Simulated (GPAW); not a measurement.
# Si K-edge XANES of Si2Mo (I4/mmm), part 3 of 3

Aim: the dependence of the Si K near-edge features of Si2Mo (I4/mmm) on volume.

GPAW 26.7.0; X-ray absorption from dipole matrix elements to empty bands, plane-wave PAW LDA.

So far. Step 4 (Spectrum with XCH, Si atom 2): The total-energy difference is 1843.85 eV. One term is added: -14.86 eV, since the hole is spin-paired here and a spin-polarised one costs that much less in the free atom (computed apart). The photon energy is then 1828.99 eV. The tabulated edge of the element is 1839 eV. The functional leaves an error in such absolute values: in the free atom LDA prices this hole 7.8 eV below PBE (computed apart), and PBE is itself good to a few eV.

The database entry behind the starting cell is an old determination (1927), so it need not match the best structure at ambient conditions.

## (8) Spectrum with XCH, Si atom 2

Shorter bonds are expected to push antibonding states and scattering resonances up, and longer ones down; the cell is scaled to test that.

Changed against the first core-hole run: volume scale from 1 to 0.97.

Input file xas.py:

```python
import numpy as np
from ase import Atoms
from ase.parallel import parprint, paropen
from gpaw import GPAW, PW, FermiDirac, Mixer, MixerDif, setup_paths
from gpaw.test import gen
setup_paths.insert(0, '.')
gen('Si', name='fch1s', xcname='LDA', corehole=(1, 0, 1), write_xml=True)
from gpaw.mpi import world
world.barrier()

atoms = Atoms('Mo5Si10',
    cell=[[1.58383728, 4.75151184, -3.89079527],
     [4.75151184, -1.58383728, -3.89079527],
     [-1.58383728, -4.75151184, -3.89079527]],
    scaled_positions=[[0, 0, 0],
     [0.2, 0.4, 0.4],
     [0.6, 0.2, 0.2],
     [0.4, 0.8, 0.8],
     [0.8, 0.6, 0.6],
     [0.333, 0, 0.333],
     [0.533, 0.4, 0.733],
     [0.933, 0.2, 0.533],
     [0.733, 0.8, 0.133],
     [0.133, 0.6, 0.933],
     [0.667, 0, 0.667],
     [0.867, 0.4, 0.067],
     [0.267, 0.2, 0.867],
     [0.067, 0.8, 0.467],
     [0.467, 0.6, 0.267]],
    pbc=True)
atoms.calc = calc = GPAW(legacy_gpaw=True, mode=PW(430, force_complex_dtype=True), xc='LDA', setups={5: 'fch1s'},
    kpts={'size': (5, 5, 5), 'gamma': True}, occupations=FermiDirac(0.1),
    charge=-1, mixer=Mixer(0.1, 5, 50), maxiter=150,
    convergence={'density': 0.0001, 'eigenstates': 1e-6}, txt='scf.txt')
energy = atoms.get_potential_energy() + calc.get_reference_energy()
ef = calc.get_fermi_level()
out = dict(energy=energy, fermi=ef, forces=atoms.get_forces().tolist())
parprint(f'all-electron energy {energy:.4f} eV, Fermi level {ef:.4f} eV')
ev = np.array([[calc.get_eigenvalues(k, s) for k in range(len(calc.get_ibz_k_points()))] for s in range(calc.get_number_of_spins())])
out['homo'], out['lumo'], out['counts'] = ev[ev < ef].max(), ev[ev > ef].min(), sorted(set((ev < ef).sum((0, 2)).tolist()))
out['filled'] = (ev[:, 0] < ef).sum(1).tolist()

from ase.units import Ha
from gpaw.xas import dipole_matrix_elements
nb = int(calc.get_number_of_electrons() / 2) + 144
top, nb = nb, nb + 8 + nb // 12
nscf = calc.fixed_density(kpts={'size': (7, 7, 7), 'gamma': True}, nbands=nb,
    convergence={'bands': top, 'eigenstates': 5e-3}, maxiter=60, txt='nscf.txt')
cell = atoms.cell.array
ops = [cell.T @ U.T @ np.linalg.inv(cell.T) for U in nscf.wfs.kd.symmetry.op_scc]
E = np.arange(-6, 34, 0.1)
fwhm = np.interp(E, [4, 25], [0.9, 3.5])
Y, X, zero, highest = 0, 0, 1e9, 1e9
for spin in range(nscf.get_number_of_spins()):
    wfs = nscf.wfs
    mine = wfs.bd.get_slice()  # this rank's bands
    A = dipole_matrix_elements(wfs.setups[5])
    eps = np.zeros((wfs.kd.nibzkpts, nb))
    d = np.zeros((3, A.shape[1], wfs.kd.nibzkpts, nb), complex)
    for kpt in wfs.kpt_u:
        if kpt.s == spin and 5 in kpt.P_ani:
            eps[kpt.k, mine] = kpt.eps_n * Ha
            d[:, :, kpt.k, mine] = (kpt.weight * wfs.nspins / 2) ** 0.5 * np.inner(A, kpt.P_ani[5])
    world.sum(eps)
    world.sum(d)
    T = np.einsum('amkn,bmkn->abkn', d, d.conj()).real
    T = sum(np.einsum('ai,ijkn,bj->abkn', R, T, R) for R in ops) / len(ops)
    empty = eps > ef
    zero, highest = min(zero, eps[empty].min()), min(highest, eps[:, top - 1].min())
    lines = [(eps, T, empty)] if spin == 0 else lines + [(eps, T, empty)]
for eps, T, empty in lines:
    f = np.einsum('aakn->akn', T).reshape(3, -1)
    x = eps.ravel() - zero
    w = np.interp(x, E, fwhm) / 2.35482
    g = np.exp(-0.5 * ((E[:, None] - x) / w) ** 2) / (w * (2 * np.pi) ** 0.5)
    Y = Y + (f * empty.ravel()) @ g.T
    X = X + (f * ~empty.ravel()) @ g.T
out.update(E=E.round(2).tolist(), xas=Y.tolist(), xes=X.tolist(), zero=zero, valid=highest - zero, nk=len(eps), nb=nb)
for i in range(0, len(E), 10):
    parprint(f'{E[i]:7.2f}', *(f'{v:10.3e}' for v in Y[:, i]))
import json
with paropen('out.json', 'w') as f:
    json.dump(out, f)
```

Started as:

```
> OMP_NUM_THREADS=1 mpirun -n 4 gpaw python xas.py
```

Numbers of over 12 decimals in the logs are rounded to 6 here.

The program printed:

```text
Input parameters:
  charge: -1
  convergence: {density: 0.0001,
                eigenstates: 1e-06}
  kpts: {gamma: True,
         size: (5, 5, 5)}
  maxiter: 150
  mixer: {backend: pulay,
          beta: 0.1,
          method: separate,
          nmaxold: 5,
          weight: 50}
  mode: {ecut: 430.0,
         force_complex_dtype: True,
         name: pw}
  occupations: {fixmagmom: False,
[...]
*p    :     0.468798
*d    :     0.000000
--------------------------------

Diagonalizing with gridspacing h=0.050

state   all-electron     PAW
-------------------------------
3s:      -0.832237    -0.832487
3p:      -0.531202    -0.531501
*d:                   -0.147046
*f:                   -0.019078
-------------------------------
all-electron energy -626972.9667 eV, Fermi level 12.6529 eV
[...]
32.00  4.450e-06  4.450e-06  5.367e-06
  33.00  4.628e-06  4.628e-06  5.017e-06
[key lines of the parts left out:]
Converged after 15 iterations.
Dipole moment: (-0.000000, 0.000000, 0.032105) |e|*Ang
Free energy:   -140.416351
Fermi level: 12.65286
```

Run time: 4.3 min. Hardware: 4 MPI ranks of Arm Neoverse V2, shared host; peak memory 0.66 GiB.

```csv
E (eV),first run,this run
-2.0,0.00,0.00
-1.0,0.00,0.00
0.0,0.33,0.31
1.0,1.09,1.03
2.0,1.32,1.31
3.0,1.63,1.54
4.0,1.71,1.69
5.0,1.49,1.47
6.0,1.48,1.47
7.0,1.30,1.34
8.0,1.10,1.12
9.0,1.00,1.06
10.0,0.91,0.96
11.0,0.82,0.85
12.0,0.77,0.77
13.0,0.73,0.75
14.0,0.64,0.67
15.0,0.57,0.59
16.0,0.62,0.59
17.0,0.70,0.67
18.0,0.74,0.73
19.0,0.75,0.75
20.0,0.74,0.75
21.0,0.72,0.73
22.0,0.67,0.69
23.0,0.62,0.64
24.0,0.60,0.59
25.0,0.62,0.59
26.0,0.67,0.63
27.0,0.72,0.69
28.0,0.78,0.75
29.0,0.81,0.80
30.0,0.83,0.83
31.0,0.84,0.85
```

Against the first run the r.m.s. difference is 3 %. The highest intensity below 16 eV goes from 3.9 eV (1.73) to 4.0 eV (1.69).

The photon energy of the zero moves by -0.01 eV.

## (9) Reference energy of the supercell

The cell changes for the next run, so it gets a reference energy of its own.

The cell differs from the one that the last finished run ended in (a 6.342 → 6.470 Å, b 6.342 → 6.470 Å, c 6.342 → 6.470 Å).

Input file scf.py:

```python
import numpy as np
from ase import Atoms
from ase.parallel import parprint, paropen
from gpaw import GPAW, PW, FermiDirac, Mixer, MixerDif, setup_paths
from gpaw.test import gen
setup_paths.insert(0, '.')
gen('Si', name='nch1s', xcname='LDA', corehole=(1, 0, 0), write_xml=True)
from gpaw.mpi import world
world.barrier()

atoms = Atoms('Mo5Si10',
    cell=[[1.61584261, 4.84752784, -3.96941837],
     [4.84752784, -1.61584261, -3.96941837],
     [-1.61584261, -4.84752784, -3.96941837]],
    scaled_positions=[[0, 0, 0],
     [0.2, 0.4, 0.4],
     [0.6, 0.2, 0.2],
     [0.4, 0.8, 0.8],
     [0.8, 0.6, 0.6],
     [0.333, 0, 0.333],
     [0.533, 0.4, 0.733],
     [0.933, 0.2, 0.533],
     [0.733, 0.8, 0.133],
     [0.133, 0.6, 0.933],
     [0.667, 0, 0.667],
     [0.867, 0.4, 0.067],
     [0.267, 0.2, 0.867],
     [0.067, 0.8, 0.467],
     [0.467, 0.6, 0.267]],
    pbc=True)
atoms.calc = calc = GPAW(legacy_gpaw=True, mode=PW(430, force_complex_dtype=True), xc='LDA', setups={5: 'nch1s'},
    kpts={'size': (5, 5, 5), 'gamma': True}, occupations=FermiDirac(0.1),
    charge=0, mixer=Mixer(0.1, 5, 50), maxiter=150,
    convergence={'density': 0.0001, 'eigenstates': 1e-6}, txt='scf.txt')
energy = atoms.get_potential_energy() + calc.get_reference_energy()
ef = calc.get_fermi_level()
out = dict(energy=energy, fermi=ef, forces=atoms.get_forces().tolist())
parprint(f'all-electron energy {energy:.4f} eV, Fermi level {ef:.4f} eV')
ev = np.array([[calc.get_eigenvalues(k, s) for k in range(len(calc.get_ibz_k_points()))] for s in range(calc.get_number_of_spins())])
out['homo'], out['lumo'], out['counts'] = ev[ev < ef].max(), ev[ev > ef].min(), sorted(set((ev < ef).sum((0, 2)).tolist()))
out['filled'] = (ev[:, 0] < ef).sum(1).tolist()
import json
with paropen('out.json', 'w') as f:
    json.dump(out, f)
```

Started as:

```
> OMP_NUM_THREADS=1 mpirun -n 4 gpaw python scf.py
```

The program printed:

```text
Input parameters:
  convergence: {density: 0.0001,
                eigenstates: 1e-06}
  kpts: {gamma: True,
         size: (5, 5, 5)}
  maxiter: 150
  mixer: {backend: pulay,
          beta: 0.1,
          method: separate,
          nmaxold: 5,
          weight: 50}
  mode: {ecut: 430.0,
         force_complex_dtype: True,
         name: pw}
  occupations: {fixmagmom: False,
                name: fermi-dirac,
[...]
3s(2) :    -0.399754     1.114161
*s    :     0.600246
3p(2) :    -0.152955     1.005401
*p    :     0.847045
*d    :     0.000000
--------------------------------

Diagonalizing with gridspacing h=0.050

state   all-electron     PAW
-------------------------------
3s:      -0.399754    -0.399911
3p:      -0.152955    -0.153089
*d:                    0.032715
*f:                    0.069217
-------------------------------
all-electron energy -628816.3918 eV, Fermi level 11.4480 eV
[key lines of the parts left out:]
Converged after 16 iterations.
Dipole moment: (-0.000000, -0.000000, 0.000000) |e|*Ang
Free energy:   -130.226308
Fermi level: 11.44801
```

It took 46 s on 4 MPI ranks; peak memory 0.31 GiB.

Reference energy: -628816.392 eV with the cores included.

## (10) Spectrum with XCH, Si atom 2

Shorter bonds are expected to push antibonding states and scattering resonances up, and longer ones down; the cell is scaled to test that.

Changed against the first core-hole run: volume scale from 1 to 1.03.

xas.py, as its differences from that of step 8:

```diff
@@ -11,5 +11,5 @@
 atoms = Atoms('Mo5Si10',
-    cell=[[1.58383728, 4.75151184, -3.89079527],
-     [4.75151184, -1.58383728, -3.89079527],
-     [-1.58383728, -4.75151184, -3.89079527]],
+    cell=[[1.61584261, 4.84752784, -3.96941837],
+     [4.84752784, -1.61584261, -3.96941837],
+     [-1.61584261, -4.84752784, -3.96941837]],
     scaled_positions=[[0, 0, 0],
@@ -44,3 +44,3 @@
 from gpaw.xas import dipole_matrix_elements
-nb = int(calc.get_number_of_electrons() / 2) + 144
+nb = int(calc.get_number_of_electrons() / 2) + 151
 top, nb = nb, nb + 8 + nb // 12
```

Started as:

```
> OMP_NUM_THREADS=1 mpirun -n 4 gpaw python xas.py
```

The program printed:

```text
Input parameters:
  charge: -1
  convergence: {density: 0.0001,
                eigenstates: 1e-06}
  kpts: {gamma: True,
         size: (5, 5, 5)}
  maxiter: 150
  mixer: {backend: pulay,
          beta: 0.1,
          method: separate,
          nmaxold: 5,
          weight: 50}
  mode: {ecut: 430.0,
         force_complex_dtype: True,
         name: pw}
  occupations: {fixmagmom: False,
[...]
*p    :     0.468798
*d    :     0.000000
--------------------------------

Diagonalizing with gridspacing h=0.050

state   all-electron     PAW
-------------------------------
3s:      -0.832237    -0.832487
3p:      -0.531202    -0.531501
*d:                   -0.147046
*f:                   -0.019078
-------------------------------
all-electron energy -626972.5342 eV, Fermi level 11.7005 eV
[...]
32.00  4.728e-06  4.728e-06  4.906e-06
  33.00  5.029e-06  5.029e-06  4.817e-06
[key lines of the parts left out:]
Converged after 15 iterations.
Dipole moment: (-0.000000, -0.000000, 0.028119) |e|*Ang
Free energy:   -139.988647
Fermi level: 11.70054
```

Elapsed: 4.3 min, on 4 MPI ranks; peak memory 0.69 GiB.

```csv
E (eV),first run,this run
-2.0,0.00,0.00
-1.0,0.00,0.00
0.0,0.33,0.33
1.0,1.09,1.12
2.0,1.32,1.34
3.0,1.63,1.72
4.0,1.71,1.72
5.0,1.49,1.52
6.0,1.48,1.49
7.0,1.30,1.27
8.0,1.10,1.08
9.0,1.00,0.94
10.0,0.91,0.88
11.0,0.82,0.80
12.0,0.77,0.76
13.0,0.73,0.71
14.0,0.64,0.61
15.0,0.57,0.57
16.0,0.62,0.65
17.0,0.70,0.72
18.0,0.74,0.74
19.0,0.75,0.74
20.0,0.74,0.73
21.0,0.72,0.71
22.0,0.67,0.66
23.0,0.62,0.62
24.0,0.60,0.61
25.0,0.62,0.64
26.0,0.67,0.70
27.0,0.72,0.75
28.0,0.78,0.79
29.0,0.81,0.81
30.0,0.83,0.82
31.0,0.84,0.83
```

The scaled spectrum changes by 3 % r.m.s. The highest intensity below 16 eV goes from 3.9 eV (1.73) to 3.7 eV (1.76).

The photon energy of the zero moves by +0.01 eV.

## (11) Reference energy of the supercell

The cell changes for the next run, so it gets a reference energy of its own.

The cell differs from the one that the last finished run ended in (a 6.470 → 6.533 Å, b 6.470 → 6.533 Å, c 6.470 → 6.533 Å).

scf.py, as its differences from that of step 9:

```diff
@@ -11,5 +11,5 @@
 atoms = Atoms('Mo5Si10',
-    cell=[[1.61584261, 4.84752784, -3.96941837],
-     [4.84752784, -1.61584261, -3.96941837],
-     [-1.61584261, -4.84752784, -3.96941837]],
+    cell=[[1.63138052, 4.89414155, -4.0075882],
+     [4.89414155, -1.63138052, -4.0075882],
+     [-1.63138052, -4.89414155, -4.0075882]],
     scaled_positions=[[0, 0, 0],
```

Started as:

```
> OMP_NUM_THREADS=1 mpirun -n 4 gpaw python scf.py
```

The program printed:

```text
Input parameters:
  convergence: {density: 0.0001,
                eigenstates: 1e-06}
  kpts: {gamma: True,
         size: (5, 5, 5)}
  maxiter: 150
  mixer: {backend: pulay,
          beta: 0.1,
          method: separate,
          nmaxold: 5,
          weight: 50}
  mode: {ecut: 430.0,
         force_complex_dtype: True,
         name: pw}
  occupations: {fixmagmom: False,
                name: fermi-dirac,
[...]
3s(2) :    -0.399754     1.114161
*s    :     0.600246
3p(2) :    -0.152955     1.005401
*p    :     0.847045
*d    :     0.000000
--------------------------------

Diagonalizing with gridspacing h=0.050

state   all-electron     PAW
-------------------------------
3s:      -0.399754    -0.399911
3p:      -0.152955    -0.153089
*d:                    0.032715
*f:                    0.069217
-------------------------------
all-electron energy -628815.8757 eV, Fermi level 11.0308 eV
[key lines of the parts left out:]
Converged after 16 iterations.
Dipole moment: (0.000000, -0.000000, 0.000000) |e|*Ang
Free energy:   -129.713633
Fermi level: 11.03080
```

Wall time 46 s (4 MPI ranks); peak memory 0.31 GiB; 3.1 min of CPU time.

Reference energy: -628815.876 eV with the cores included.

## (12) Spectrum with XCH, Si atom 2

Shorter bonds are expected to push antibonding states and scattering resonances up, and longer ones down; the cell is scaled to test that.

Changed against the first core-hole run: volume scale from 1 to 1.06.

xas.py, as its differences from that of step 10:

```diff
@@ -11,5 +11,5 @@
 atoms = Atoms('Mo5Si10',
-    cell=[[1.61584261, 4.84752784, -3.96941837],
-     [4.84752784, -1.61584261, -3.96941837],
-     [-1.61584261, -4.84752784, -3.96941837]],
+    cell=[[1.63138052, 4.89414155, -4.0075882],
+     [4.89414155, -1.63138052, -4.0075882],
+     [-1.63138052, -4.89414155, -4.0075882]],
     scaled_positions=[[0, 0, 0],
@@ -44,3 +44,3 @@
 from gpaw.xas import dipole_matrix_elements
-nb = int(calc.get_number_of_electrons() / 2) + 151
+nb = int(calc.get_number_of_electrons() / 2) + 155
 top, nb = nb, nb + 8 + nb // 12
```

Started as:

```
> OMP_NUM_THREADS=1 mpirun -n 4 gpaw python xas.py
```

The program printed:

```text
Input parameters:
  charge: -1
  convergence: {density: 0.0001,
                eigenstates: 1e-06}
  kpts: {gamma: True,
         size: (5, 5, 5)}
  maxiter: 150
  mixer: {backend: pulay,
          beta: 0.1,
          method: separate,
          nmaxold: 5,
          weight: 50}
  mode: {ecut: 430.0,
         force_complex_dtype: True,
         name: pw}
  occupations: {fixmagmom: False,
[...]
*p    :     0.468798
*d    :     0.000000
--------------------------------

Diagonalizing with gridspacing h=0.050

state   all-electron     PAW
-------------------------------
3s:      -0.832237    -0.832487
3p:      -0.531202    -0.531501
*d:                   -0.147046
*f:                   -0.019078
-------------------------------
all-electron energy -626972.0146 eV, Fermi level 11.2606 eV
[...]
32.00  4.952e-06  4.952e-06  4.843e-06
  33.00  5.199e-06  5.199e-06  4.970e-06
[key lines of the parts left out:]
Converged after 15 iterations.
Dipole moment: (0.000000, 0.000000, 0.026772) |e|*Ang
Free energy:   -139.471158
Fermi level: 11.26060
```

Run time: 4.5 min. Hardware: 4 MPI ranks; peak memory 0.69 GiB.

```csv
E (eV),first run,this run
-2.0,0.00,0.00
-1.0,0.00,0.00
0.0,0.33,0.32
1.0,1.09,1.16
2.0,1.32,1.36
3.0,1.63,1.80
4.0,1.71,1.72
5.0,1.49,1.54
6.0,1.48,1.49
7.0,1.30,1.24
8.0,1.10,1.03
9.0,1.00,0.89
10.0,0.91,0.86
11.0,0.82,0.79
12.0,0.77,0.76
13.0,0.73,0.69
14.0,0.64,0.59
15.0,0.57,0.58
16.0,0.62,0.68
17.0,0.70,0.73
18.0,0.74,0.74
19.0,0.75,0.74
20.0,0.74,0.73
21.0,0.72,0.69
22.0,0.67,0.65
23.0,0.62,0.62
24.0,0.60,0.63
25.0,0.62,0.67
26.0,0.67,0.72
27.0,0.72,0.76
28.0,0.78,0.79
29.0,0.81,0.81
30.0,0.83,0.82
31.0,0.84,0.84
```

Against the first run the r.m.s. difference is 5 %. The highest intensity below 16 eV goes from 3.9 eV (1.73) to 3.2 eV (1.81).

The photon energy of the zero moves by +0.01 eV.

## (13) The volumes side by side

```csv
volume,nearest distance (Å),shift of the zero (eV),maximum 1 (eV above own zero),maximum 2 (eV above own zero)
0.94,2.559,-0.03,4.1,19.9
0.97,2.586,-0.01,4.0,19.4
1,2.612,+0.00,3.9,18.9
1.03,2.638,+0.01,3.7,18.3
1.06,2.663,+0.01,3.2,17.8
```

The curves, each shifted by its zero's change so that they share one photon-energy axis, counted from the zero at V × 1:

```csv
E (eV),V × 0.94,V × 0.97,V × 1,V × 1.03,V × 1.06
-2.0,0.00,0.00,0.00,0.00,0.00
-1.0,0.00,0.00,0.00,0.00,0.00
0.0,0.34,0.32,0.33,0.32,0.31
1.0,1.01,1.04,1.09,1.12,1.15
2.0,1.29,1.31,1.32,1.34,1.36
3.0,1.46,1.54,1.63,1.72,1.80
4.0,1.65,1.69,1.71,1.72,1.72
5.0,1.45,1.47,1.49,1.52,1.54
6.0,1.45,1.47,1.48,1.49,1.49
7.0,1.36,1.34,1.30,1.27,1.24
8.0,1.12,1.12,1.10,1.08,1.03
9.0,1.11,1.06,1.00,0.94,0.89
10.0,1.02,0.96,0.91,0.88,0.86
11.0,0.89,0.85,0.82,0.80,0.79
12.0,0.78,0.77,0.77,0.76,0.76
13.0,0.76,0.75,0.73,0.71,0.69
14.0,0.70,0.67,0.64,0.61,0.59
15.0,0.61,0.59,0.57,0.57,0.58
16.0,0.58,0.59,0.62,0.64,0.67
17.0,0.64,0.67,0.70,0.72,0.73
18.0,0.72,0.73,0.74,0.74,0.74
19.0,0.75,0.75,0.75,0.74,0.74
20.0,0.76,0.75,0.74,0.73,0.73
21.0,0.74,0.73,0.72,0.71,0.70
22.0,0.71,0.69,0.67,0.66,0.65
23.0,0.65,0.63,0.62,0.62,0.62
24.0,0.60,0.59,0.60,0.61,0.63
25.0,0.58,0.59,0.62,0.64,0.67
26.0,0.61,0.63,0.67,0.70,0.72
27.0,0.66,0.69,0.72,0.75,0.76
28.0,0.72,0.75,0.78,0.79,0.79
29.0,0.78,0.80,0.81,0.81,0.81
30.0,0.83,0.83,0.83,0.82,0.82
31.0,0.86,0.85,0.84,0.83,0.84
```

## (14) What came out

| Quantity | Value |
| --- | --- |
| absorber and edge | Si K, atom 2 of the ground-state input (counted from 1) |
| surroundings | 4 Si at 2.61 Å, 5 Mo at 2.62 Å, 1 Si at 2.63 Å and 4 Si at 3.20 Å (14-fold, site symmetry 4mm) |
| highest intensity below 16 eV | 3.9 eV above the zero, height 1.73 |
| photon energy of the zero, with the added terms | 1829.0 eV (raw 1843.8 eV; LDA puts this hole about 8 eV below PBE, itself good to a few eV) |

What this shows: From V × 0.94 to V × 1.06 the nearest distance grows by 0.105 Å and the zero moves by +0.04 eV. Above their own zero, the maxima move from 4.1 to 3.2 eV and from 19.9 to 17.8 eV. The one highest in energy moves most, in the direction that the rule ΔE·R² ≈ constant for scattering resonances gives. The Si K edge of atom 2, with 4 Si at 2.61 Å, 5 Mo at 2.62 Å, 1 Si at 2.63 Å and 4 Si at 3.20 Å (14-fold, site symmetry 4mm), has its highest intensity of the first 16 eV at 3.9 eV above the zero, near 1833 eV in photon energy (LDA puts this hole about 8 eV below PBE, itself good to a few eV), 1.7 times the mean level of the first 20 eV (Gaussian full width 0.9 eV up to 4 eV, rising linearly to 3.5 eV at 25 eV). At the Si K edge of atom 2 polarisation matters most near 1.0 eV, where the curves differ by 0.8 on this scale. The holes are only 6.4 Å apart, so the shape is probably not converged with cell size; no larger cell was run here. The structure is a published determination, not relaxed.

[Banner, clock and machine lines of the logs are left out without a mark of their own.]

[Logs are printed without paths, hosts, clocks, repeated set-up lines and the standing remarks that a program may print on its own settings, such as how far it seeks lower states.]

[Hosts, paths, dates, database ids (printed as entryN), source tags and the programs' standing remarks are cut or masked in the printed files.]

[Lists of maxima count a maximum above −3 eV only where it reaches 4 % of the highest in the window and stands out from its surroundings by 2 % of it (1.5 % where it reaches 55 %); shoulders and weaker maxima are passed over, and of the rest the first, up to two pre-edge ones and the few strongest are named.]
